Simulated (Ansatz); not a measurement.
**SnPt (model cell, started as zinc blende): a soft mode frozen in**

Which phase does SnPt (model cell, started as zinc blende) fall into along its unstable mode, and how much energy does it gain?

Calculated with Ansatz 0.2.0; DFT LDA, scalar-relativistic, plane waves, PAW.

The structure was built from a prototype and need not be the compound's stable phase.

**1. Set-up**

Symmetry: F-43m, No. 216, cubic system. The conventional cell has a = 5.907 Å, b = 5.907 Å, c = 5.907 Å, α = 90.00°, β = 90.00°, γ = 90.00°. Nearest to Pt lie 4 Sn at 2.56 Å. Sn has 4 Pt at 2.56 Å nearest. Farther neighbours are not listed.

**2. The dispersion**

The cell comes from relaxations at this level that are not shown. Stability and thermal properties need the whole zone. Linear response on a 4×4×4 q mesh gives force constants as far as a supercell of that size would.

input.yaml

```yaml
crystal:
  lattice:
    - [0.0, 2.9533293504, 2.9533293504]
    - [2.9533293504, 0.0, 2.9533293504]
    - [2.9533293504, 2.9533293504, 0.0]
  atoms:
    - { symbol: Pt, position: [0.0, 0.0, 0.0] }
    - { symbol: Sn, position: [0.25, 0.25, 0.25] }
kpoints:
  mp_grid: { grid: [12, 12, 12] }
hamiltonian:
  xc: lda
scf:
  occupations: { method: methfessel_paxton, width: 0.15 }
output:
  eigenvalues: true
phonons:
  method: dfpt
  qmesh: [4, 4, 4]
  temperatures: { t_max: 1000, t_step: 50 }
  qpath:
    path:
      - [[0.0, 0.0, 0.0], [-0.5, -0.5, 0.0], [-0.375, -0.375, 0.25]]
      - [[-0.375, 0.0, 0.375], [0.0, 0.0, 0.0], [0.0, 0.0, 0.5], [-0.5, -0.25, 0.25], [-0.5, -0.5, 0.0]]
    npoints: 10
```

Started as:

```sh
ansatz run input.yaml --threads 4 --pin off --max-ram 7168MiB --backend cpu --events-out ev --progress --plain --runs-dir out
```

Numbers of over 12 decimals in the logs are rounded to 6 here.

Log:

```text
Warning: phonons: the dynamical matrix that this run interpolates holds no multipole term above the dipole-dipole one, and a site of this crystal is no centre of inversion, so its interpolated transverse optical and acoustic branches and sound speeds can stay off near Gamma, and the density of states and the thermodynamics with them. What a run solves at a wave vector of phonons.qpoints, Gamma apart, where the deck admits one, is free of this, and under fd what a larger phonons.supercell samples
Engine: ansatz 0.2.0, aarch64-unknown-linux-gnu
Pseudopotentials: kind: paw
Pseudopotential: Pt, paw, valence charge 18, recommended cutoff 420 eV (normal), Pt.paw.azcp
Pseudopotential: Sn, paw, valence charge 14, recommended cutoff 420 eV (normal), Sn.paw.azcp
Functional definition: SPW92
  exchange = slater_x
  correlation = pw_c
Crystal: 2 atoms, lattice volume = 51.519 Å³
Basis set: ecut = 420 eV, 965 PW (Γ), exchange–correlation on 60×60×60 points (8 copies of the dense FFT grid, shifted against one another)
Bands: 20, of which v1, the nominal top of the filled ones, is band 16 counted from 1 (15 counted from 0)
Symmetry: 24 space group operations
k-points: 72 of 1728 (time reversal used)
Non-local potential: Pt, projectors of the file, l = 0: 3, l = 1: 2, l = 2: 2, l = 3: 1
Non-local potential: Sn, projectors of the file, l = 0: 2, l = 1: 2, l = 2: 2, l = 3: 2
PAW form: soft (Blöchl's): semilocal exchange-correlation on the pseudo side does not see the compensation charge
PAW frozen core: Pt, regenerated for the run's functional, and the local potential with it (the file was generated under x = pbe(κ = 0.804, μ = 0.219515), c = pbe(β = 0.066725))
PAW frozen core: Sn, regenerated for the run's functional, and the local potential with it (the file was generated under x = pbe(κ = 0.804, μ = 0.219515), c = pbe(β = 0.066725))
PAW one-centre angular grid: Pt, 590 points (default); XC on 64 Gauss nodes
PAW one-centre angular grid: Sn, 590 points (default); XC on 64 Gauss nodes
Initial density: superposition of atomic densities (neutral atoms: chi_scale 0, normalization atom), corrected by the library's trained network
Initial wavefunctions: pseudopotential atomic-orbital guess
Functional: x = slater, c = lda
SCF iter   1: F=—  HF=-18124.568576 eV  |F-HF|=—  |Δ(HF+E_count)|=         —  Δρ=5.76e-3  dr2=9.61e-3  ethr=1.77e-3  ⟨swp⟩=5.6  Hψ=6649  notcnv=0
preconditioner: auto → Kerker (q_TF=auto, 2.520 Å⁻¹)  [metal: Δε(μ)=0.056 eV  Ē_g=15.407 eV  σ=0.150 eV  W_gap=0.30  n_scr=14 (ndim 8)  ℏωp=25.3 eV  f_vac=0.040  D(μ)=0.90/eV (n_scr^D=0)]
SCF iter   2: F=—  HF=-18124.565278 eV  |F-HF|=—  |Δ(HF+E_count)|=   3.30e-3  S|Δr|=    0.00e0  Δρ=2.57e-3  dr2=1.34e-3  ethr=3.00e-5  ⟨swp⟩=2.0  Hψ=2593  notcnv=0
SCF iter   3: F=—  HF=-18124.564899 eV  |F-HF|=—  |Δ(HF+E_count)|=   3.79e-4  S|Δr|=    0.00e0  Δρ=6.67e-4  dr2=1.36e-4  ethr=4.19e-6  ⟨swp⟩=2.0  Hψ=1792  notcnv=0
SCF iter   4: F=—  HF=-18124.564874 eV  |F-HF|=—  |Δ(HF+E_count)|=   2.49e-5  S|Δr|=    0.00e0  Δρ=1.26e-4  dr2=9.39e-6  ethr=4.24e-7  ⟨swp⟩=2.5  Hψ=2327  notcnv=0
SCF iter   5: F=—  HF=-18124.564870 eV  |F-HF|=—  |Δ(HF+E_count)|=   4.68e-6  S|Δr|=    0.00e0  Δρ=4.96e-5  dr2=1.78e-6  ethr=2.94e-8  ⟨swp⟩=2.3  Hψ=2135  notcnv=0
SCF iter   6: F=—  HF=-18124.564869 eV  |F-HF|=—  |Δ(HF+E_count)|=   2.41e-7  S|Δr|=    0.00e0  Δρ=1.42e-5  dr2=1.79e-7  ethr=5.55e-9  ⟨swp⟩=2.2  Hψ=2205  notcnv=0
SCF iter   7: F=—  HF=-18124.564869 eV  |F-HF|=—  |Δ(HF+E_count)|=   2.31e-8  S|Δr|=    0.00e0  Δρ=4.20e-6  dr2=1.50e-8  ethr=5.60e-10  ⟨swp⟩=2.2  Hψ=1966  notcnv=0
SCF iter   8: F=—  HF=-18124.564869 eV  |F-HF|=—  |Δ(HF+E_count)|=  8.62e-10  S|Δr|=    0.00e0  Δρ=1.12e-6  dr2=1.14e-9  ethr=4.69e-11  ⟨swp⟩=2.0  Hψ=2280  notcnv=0
SCF iter   9: F=—  HF=-18124.564869 eV  |F-HF|=—  |Δ(HF+E_count)|=  1.86e-10  S|Δr|=    0.00e0  Δρ=2.64e-7  dr2=5.19e-11  ethr=3.55e-12  ⟨swp⟩=2.1  Hψ=1706  notcnv=0
SCF iter  10: F=-18124.564869 eV  HF=-18124.564869 eV  |F-HF|=0.00e0  |Δ(HF+E_count)|=  1.46e-11  S|Δr|=    0.00e0  Δρ=9.19e-8  dr2=6.72e-12  ethr=1.00e-12  ⟨swp⟩=6.8  Hψ=6327  notcnv=0
SCF 1 converged in 10 iterations: F = -18124.564869 eV  dr2 = 6.72e-12
  greatest PAW one-centre occupation: 1.000 electrons in one spin orbital (limit 2), on the Pt atom at site 0 (counted from 0), in its partial waves of l = 0
Initial density: read from a saved state, or passed on in memory by an earlier SCF of this step, an earlier step, the calling program or the single point that the run made first
iter 1 solved again at ethr=2.13e-7 eV; its pass at ethr=3.10e-3 eV (dr2=6.83e-5 eV) is discarded
SCF iter   1: F=—  HF=-18124.564871 eV  |F-HF|=—  |Δ(HF+E_count)|=         —  Δρ=1.12e-6  dr2=5.90e-10  ethr=2.13e-7  ⟨swp⟩=3.0  Hψ=10283  notcnv=0
eigensolver tolerance schedule: the retry pair's looser diagonalisation over-reported the residual by 115683.39 of it (diagonalisation noise at an unbounded share of the residual, at the tolerance the schedule requests for it); recorded, not acted on — ethr = c·dr2/N_el stays at c = 1.0e-1
preconditioner: auto → Kerker (q_TF=auto, 2.520 Å⁻¹)  [metal: Δε(μ)=0.056 eV  Ē_g=15.444 eV  σ=0.150 eV  W_gap=0.31  n_scr=14 (ndim 8)  ℏωp=25.3 eV  f_vac=0.032  D(μ)=0.92/eV (n_scr^D=0)]
SCF iter   2: F=—  HF=-18124.564869 eV  |F-HF|=—  |Δ(HF+E_count)|=   2.05e-6  S|Δr|=    0.00e0  Δρ=8.12e-7  dr2=3.72e-10  ethr=1.84e-12  ⟨swp⟩=4.0  Hψ=4101  notcnv=0
SCF iter   3: F=—  HF=-18124.564869 eV  |F-HF|=—  |Δ(HF+E_count)|=  7.28e-11  S|Δr|=    0.00e0  Δρ=4.51e-7  dr2=9.99e-11  ethr=1.16e-12  ⟨swp⟩=1.0  Hψ=1440  notcnv=0
SCF iter   4: F=-18124.564869 eV  HF=-18124.564869 eV  |F-HF|=7.28e-12  |Δ(HF+E_count)|=  1.46e-11  S|Δr|=    0.00e0  Δρ=1.35e-7  dr2=5.91e-12  ethr=1.00e-12  ⟨swp⟩=2.8  Hψ=4250  notcnv=0
SCF 2 converged in 4 iterations: F = -18124.564869 eV  dr2 = 5.91e-12
phonons: the bands overlap, so this run is a metal and interpolates without the dipole-dipole term. If the crystal is really an insulator or semiconductor, its LO-TO splitting is missing
NSCF: frozen V_eff on 72 k-points
NSCF: frozen V_eff on 163 k-points
DFPT response loops at q = (0, 0, 0) (fractional): preconditioner auto → Kerker (q_TF=auto, 2.520 Å⁻¹) (partly filled bands, converged f_vac=0.032); β = 1.00, the filter's whole step (`scf.mixing.beta` (0.50) is not read by the response loops under this deck's `scf.mixing.preconditioner`; to damp them name `kerker` or `kerker_dos`, under which they read `scf.mixing.beta`, and type it under 1.00, their step now; both keys bind the ground state too); Broyden in place of MSR1
NSCF: frozen V_eff on 1872 k-points
DFPT response loops at q = (0, 0, 0.25) (fractional): mixed as the last ones told, above
NSCF: frozen V_eff on 952 k-points
DFPT response loops at q = (0, 0, -0.5) (fractional): mixed as the last ones told, above
NSCF: frozen V_eff on 1020 k-points
DFPT response loops at q = (0, 0.25, 0.25) (fractional): mixed as the last ones told, above
NSCF: frozen V_eff on 3456 k-points
DFPT response loops at q = (0, 0.25, -0.5) (fractional): mixed as the last ones told, above
NSCF: frozen V_eff on 1872 k-points
DFPT response loops at q = (0, 0.25, -0.25) (fractional): mixed as the last ones told, above
NSCF: frozen V_eff on 560 k-points
DFPT response loops at q = (0, -0.5, -0.5) (fractional): mixed as the last ones told, above
NSCF: frozen V_eff on 1020 k-points
DFPT response loops at q = (0.25, -0.5, -0.25) (fractional): mixed as the last ones told, above
SCF converged after 10 iterations
Stability not checked: this state was not tested for a lower state beside it, because cold or Methfessel-Paxton smearing, or corrected tetrahedra, fill the levels in a way that the test cannot read (fill_not_monotonic; see scf.lower_state_search)
Free energy (F): -18124.564869 eV
Harris-Foulkes:  -18124.564869 eV  (|F-HF|=0.00e0)
Internal energy: -18124.565042 eV  (E = F + TS)
E sigma→0 (E₀):  -18124.564912 eV
Entropy (-TS):   0.000173 eV (0.086 meV/atom)
Fermi energy:    11.028806 eV
--- Per-component energies (eV) ---
  E_band       = -421.842139
  E_kinetic    = 829.840200
  E_local      = -3469.228510  (includes V_loc(G=0)·N_el)
  E_nonlocal   = 180.786654
  E_hartree    = 1546.738478
  E_xc         = -638.946271
  E_vxc        = -400.853875  (∫ρ·V_xc dr)
  E_paw        = -13175.888027  (= ΣΔE_a)
  E_vpaw       = -655.863700  (= ΣTr[D̂ρ^β])
  E_aug_tail   = 0.000157  (compensation charges beyond the density's cutoff)
  E_ewald      = -3398.756491
  E_core_change = 0.888768  (= ΣΔE_core)
  E_smearing   = 0.000173  (= −TS)
  E_closure    = 0.000000  (closes the sum)
  Σ components = -18124.564869   (vs F -18124.564869, Δ=0.00e0)
--- Band table (eV; the first three rows and the last of 72) ---
  k-point 0: bands = [... 12 lower, 7.0044, 8.3134, 8.3134, 16.2667, 16.9221, 16.9221, 16.9221, 18.0081]
  k-point 1: bands = [... 12 lower, 7.0299, 8.3034, 8.3034, 15.2945, 16.5359, 16.5359, 16.7379, 18.3825]
  k-point 2: bands = [... 12 lower, 7.0961, 8.2843, 8.2843, 13.5565, 15.8882, 15.8882, 16.6388, 18.9511]
  k-point 71: bands = [... 12 lower, 7.7869, 8.3237, 8.6314, 9.7830, 10.1387, 11.5359, 19.2947, 19.5984]
--- Phonons (Γ-DFPT): 2 representative perturbations + reference (Σ response iterations 6) ---
  ASR residual: 8.878e-5 → 0.000e0 eV/Å²; symmetrization residual: 4.557e-5 eV/Å²
  ASR residual per site (eV/Å²): 8.88e-5 2.09e-5
  Γ frequencies (cm⁻¹): 0.00 0.00 0.00 191.17 191.17 191.17
--- Phonons (arbitrary-q DFPT): 8 irreducible q on the 4×4×4 mesh ---
  q = [0.0000, 0.0000, 0.0000] (star 1, of the zone-centre solve; hermiticity 9.19e-6, symmetrization 3.48e-12): 0.00 0.00 0.00 191.17 191.17 191.17
  q = [0.0000, 0.0000, 0.2500] (star 8, 2 solved perturbations on 936 of 1728 k-point pairs; hermiticity 4.05e-6, symmetrization 3.14e-13): -10.22 -10.22 70.27 189.10 192.48 192.48
  q = [0.0000, 0.0000, -0.5000] (star 4, 2 solved perturbations on 476 of 1728 k-point pairs; hermiticity 4.86e-6, symmetrization 5.54e-13): 6.84 6.84 103.29 177.21 191.01 191.01
  q = [0.0000, 0.2500, 0.2500] (star 6, 4 solved perturbations in 1608 linear systems a pass and spin channel, the states on 510 of 1728 k-point pairs; hermiticity 6.85e-6, symmetrization 2.45e-13): -15.40 -15.40 81.75 186.66 191.65 191.65
  q = [0.0000, 0.2500, -0.5000] (star 24, 4 solved perturbations in 5328 linear systems a pass and spin channel, the states on 1728 of 1728 k-point pairs; hermiticity 3.71e-6, symmetrization 2.55e-13): -14.58 -9.03 112.32 173.53 189.69 190.24
  q = [0.0000, 0.2500, -0.2500] (star 12, 4 solved perturbations in 2892 linear systems a pass and spin channel, the states on 936 of 1728 k-point pairs; hermiticity 3.47e-6, symmetrization 3.58e-12): -13.53 -11.15 101.24 178.44 191.08 191.18
  q = [0.0000, -0.5000, -0.5000] (star 3, 4 solved perturbations in 886 linear systems a pass and spin channel, the states on 280 of 1728 k-point pairs; hermiticity 2.89e-6, symmetrization 3.93e-13): -21.01 -21.01 123.30 165.67 188.31 188.31
  q = [0.2500, -0.5000, -0.2500] (star 6, 4 solved perturbations in 1544 linear systems a pass and spin channel, the states on 510 of 1728 k-point pairs; hermiticity 3.18e-6, symmetrization 1.31e-12): -22.85 14.35 125.36 166.41 189.09 190.25
  sum rule: each row above includes the acoustic sum rule's correction from the zone centre's row sums; it moved no ω² by more than (0.35 cm⁻¹)²
  mesh force constants: q→R imaginary residual 2.64e-18; ASR residual 8.878e-5 → 0.000e0 eV/Å²; symmetrization residual 5.329e-15 eV/Å²
  interpolated dispersion: 62 rows × 6 modes
  density of states and harmonic sums: on the 20×20×20 q-mesh, interpolated from the force constants of a 4×4×4 supercell (no non-analytic term)
  largest difference from the sums on the solved wave vectors: F 6.07e-2 eV, S 7.22e-5 and C_V 1.16e-5 eV/K
  zero-point energy: 0.041071 eV/cell   skipped modes (ω ≤ 0): 437, of them read as no rigid motion or as one in doubt: 434 (1.663e0 modes/cell left out, lowest -22.85 cm⁻¹)   left out of the sums: 2.77e-1 of the cell's modes: C_V's classical limit lies that fraction below 3 k_B per atom; for a crystal, a wire or a layer, F and S can be off by more, and a phonons.interpolated_qmesh denser along its periods is the remedy for the sampling
```

It took 6.4 min on 4 threads of Arm Neoverse V2, shared host; peak memory 3.9 GiB; 25 min of CPU time.

In the SCF lines HF is the Harris–Foulkes energy and dr2 the Hartree energy of the density residual, in eV; the loop may stop once dr2 is under the threshold and the program's other checks hold. Hψ counts applications of the Hamiltonian.

Numbers from this step:

```yaml
volume_per_atom: 25.76 Å³
gap_on_the_k_mesh: 0 eV
sum_rule_residual_before_enforcement: 8.88e-5 eV/Å²
lowest_frequency_on_the_path: -22.85 cm⁻¹
point_group: -43m
highest_frequency_on_the_path_or_at_a_solved_wavevector: 192.6 cm⁻¹
highest_optical_mode_at_the_zone_centre_no_lo_to_term: 191.2 cm⁻¹
lowest_optical_zone_centre_mode: 191.2 cm⁻¹
lowest_mode_on_the_q_mesh_acoustic_modes_at_gamma_apart: -22.85 cm⁻¹
```

Frequencies (cm⁻¹) solved at each irreducible wavevector; negative means imaginary. Frequencies by wavevector, by row:

```tsv
q in reciprocal lattice units	star	mode 1	mode 2	mode 3	mode 4	mode 5	mode 6
0 0 0	1	0	0	0	191.2	191.2	191.2
0 0 0.25	8	-10.2	-10.2	70.3	189.1	192.5	192.5
0 0 -0.5	4	6.8	6.8	103.3	177.2	191	191
0 0.25 0.25	6	-15.4	-15.4	81.8	186.7	191.7	191.7
0 0.25 -0.5	24	-14.6	-9	112.3	173.5	189.7	190.2
0 0.25 -0.25	12	-13.5	-11.2	101.2	178.4	191.1	191.2
0 -0.5 -0.5	3	-21	-21	123.3	165.7	188.3	188.3
0.25 -0.5 -0.25	6	-22.9	14.3	125.4	166.4	189.1	190.2
```

Interpolated from a 4×4×4 q mesh. The phonon branches at the labelled points (cm⁻¹):

```tsv
point	branch 1	branch 2	branch 3	branch 4	branch 5	branch 6
Γ	0	0	0	191	191	191
halfway	-15	-15	82	187	192	192
X	-21	-21	123	166	188	188
halfway	-19	-18	124	166	188	189
U	-15	-13	123	167	189	190
jump to K	-15	-13	123	167	189	190
halfway	-13	-11	82	186	192	192
Γ	0	0	0	191	191	191
halfway	-10	-10	70	189	192	192
L	7	7	103	177	191	191
halfway	-14	8	113	173	190	191
W	-23	14	125	166	189	190
halfway	-22	-9	124	166	189	189
X	-21	-21	123	166	188	188
```

The phonon branches as a text plot (rows in cm⁻¹):

```
    188 |********************************************************
    179 |       **           ***               ******
    170 |         ***********                        ************
    161 |
    152 |
    143 |
    134 |
    125 |           *******                              ********
    116 |         **       **                         ***
    107 |        *           **                  *****
     98 |       *              *               **
     89 |                                     *
     80 |      *                *            *
     71 |    **                  *          *
     62 |                                  *
     53 |   *                     **
     44 |                                 *
     35 |  *                        *
     26 |                                *
     18 | *                          *  *                ***
      9 |                                       *********   *
      0 |**                          ****      *   *         *
     -9 |  ****           ***********    ******     **        *
    -18 |      ************                           ***********
         Γ           X  U|K            Γ         L        W     X
```

Symmetry leaves 8 wavevectors to solve. The lowest mode among them, the acoustic zeros apart, lies at q = (0.25, -0.5, -0.25) and is imaginary, 22.9i cm⁻¹, so the energy falls along it.

**3. The mode frozen in, largest atomic shift 0 Å**

The mode followed lies at q = (0, -0.5, -0.5) with frequency 21.0i cm⁻¹ and is 2-fold degenerate, one of the unstable modes though not the softest. At small amplitude the distorted cell has space group no. 20 by a symmetry search on the positions. The undistorted cell that holds it gives the zero of energy on the same k mesh.

System of this step: SnPt (model cell, started as zinc blende). It takes space group F-43m (No. 216, cubic). The conventional cell has a = 5.907 Å, b = 5.907 Å, c = 5.907 Å, α = 90.00°, β = 90.00°, γ = 90.00°. Pt has 4 Sn at 2.56 Å nearest. Sn has 4 Pt at 2.56 Å nearest. Farther neighbours are not listed.

input.yaml

```yaml
crystal:
  lattice:
    - [0.0, -2.9533293504, -2.9533293504]
    - [0.0, 2.9533293504, -2.9533293504]
    - [5.9066587008, 0.0, 0.0]
  atoms:
    - { symbol: Pt, position: [0.5, 0.5, 0.5] }
    - { symbol: Pt, position: [0.0, 0.0, 0.0] }
    - { symbol: Sn, position: [0.0, 0.5, 0.75] }
    - { symbol: Sn, position: [0.5, 0.0, 0.25] }
kpoints:
  mp_grid: { grid: [10, 10, 6] }
hamiltonian:
  xc: lda
scf:
  occupations: { method: methfessel_paxton, width: 0.15 }
output:
  forces: true
  stress: true
  eigenvalues: true
```

Log:

```text
[...]
Crystal: 4 atoms, lattice volume = 103.038 Å³
Basis set: ecut = 420 eV, 1963 PW (Γ)
Bands: 39, of which v1, the nominal top of the filled ones, is band 32 counted from 1 (31 counted from 0)
Symmetry: 16 space group operations
[...]
k-points: 84 of 600 (time reversal used)
[...]
k-point 0: bands = [... 28 lower, 8.4412, 8.6688, 8.9423, 11.4040, 11.4040, 16.2671, 16.3259, 16.7348, ... 3 higher]
  k-point 1: bands = [... 28 lower, 8.3249, 8.4326, 9.8092, 11.6824, 11.6824, 15.5133, 15.9605, 15.9605, ... 3 higher]
  k-point 2: bands = [... 28 lower, 8.3472, 8.4094, 11.1634, 12.4146, 12.4146, 14.2447, 14.6555, 14.6555, ... 3 higher]
  k-point 83: bands = [... 28 lower, 8.6329, 8.6329, 9.7849, 9.7849, 10.1384, 10.1384, 11.5379, 11.5379, ... 3 higher]
[key lines of the parts left out:]
SCF converged after 6 iterations
Free energy (F): -36249.133568 eV
Fermi energy:    11.071628 eV
P = ⅓ Tr σ = 0.0490 GPa (0.490 kbar)
```

The job ended after 6.2 s (4 threads; peak memory 0.51 GiB).

Numbers from this step:

```yaml
pressure: 0.04904 GPa
energy_from_the_undistorted_cell: 0 meV/atom
```

The run ends at a pressure of 0.05 GPa.

**4. The mode frozen in, largest atomic shift 0.22 Å**

The atoms are moved along the unstable eigenvector, the largest shift by 0.22 Å, with the cell fixed.

input.yaml, the sections that differ from step 3:

```yaml
crystal:
  lattice:
    - [0.0, -2.9533293504, -2.9533293504]
    - [0.0, 2.9533293504, -2.9533293504]
    - [5.9066587008, 0.0, 0.0]
  atoms:
    - { symbol: Pt, position: [0.5330626681, 0.5330626681, 0.5] }
    - { symbol: Pt, position: [-0.0330626681, -0.0330626681, 0.0] }
    - { symbol: Sn, position: [0.0372460999, 0.4627539001, 0.75] }
    - { symbol: Sn, position: [0.4627539001, 0.0372460999, 0.25] }
# kpoints, hamiltonian, scf, output: as in step 3
```

Log:

```text
[...]
Crystal: 4 atoms, lattice volume = 103.038 Å³
Basis set: ecut = 420 eV, 1963 PW (Γ)
Bands: 39, of which v1, the nominal top of the filled ones, is band 32 counted from 1 (31 counted from 0)
Symmetry: 4 space group operations
[...]
k-points: 124 of 600 (time reversal used)
[...]
k-point 0: bands = [... 28 lower, 8.4886, 8.6765, 8.9977, 11.4274, 11.5811, 15.5577, 16.1657, 16.2657, ... 3 higher]
  k-point 1: bands = [... 28 lower, 8.4458, 8.4803, 9.8284, 11.6917, 11.8019, 15.1836, 15.5320, 15.7928, ... 3 higher]
  k-point 2: bands = [... 28 lower, 8.4222, 8.4584, 11.1592, 12.3789, 12.4073, 14.2950, 14.3260, 14.5626, ... 3 higher]
  k-point 123: bands = [... 28 lower, 8.6616, 8.6616, 9.8194, 9.8194, 10.2415, 10.2415, 11.5508, 11.5508, ... 3 higher]
[key lines of the parts left out:]
SCF converged after 6 iterations
Free energy (F): -36249.142357 eV
Fermi energy:    11.094484 eV
P = ⅓ Tr σ = -1.7515 GPa (-17.515 kbar)
```

Wall time 9.2 s (4 threads); peak memory 0.6 GiB.

This step gave:

| Property | Result |
| --- | --- |
| pressure | -1.751 GPa |
| energy from the undistorted cell | -2.241 meV/atom |

The energy, extrapolated to zero smearing, is -2.24 meV/atom against the undistorted cell.

The run ends at a pressure of -1.75 GPa, with forces up to 0.028 eV/Å.

[end of part 1 of 2]

[Logs are printed without paths, hosts, clocks, repeated set-up lines and the standing remarks that a program may print on its own settings, such as how far it seeks lower states.]

[Hosts, paths, dates, database ids (printed as entryN), source tags and the programs' standing remarks are cut or masked in the printed files.]
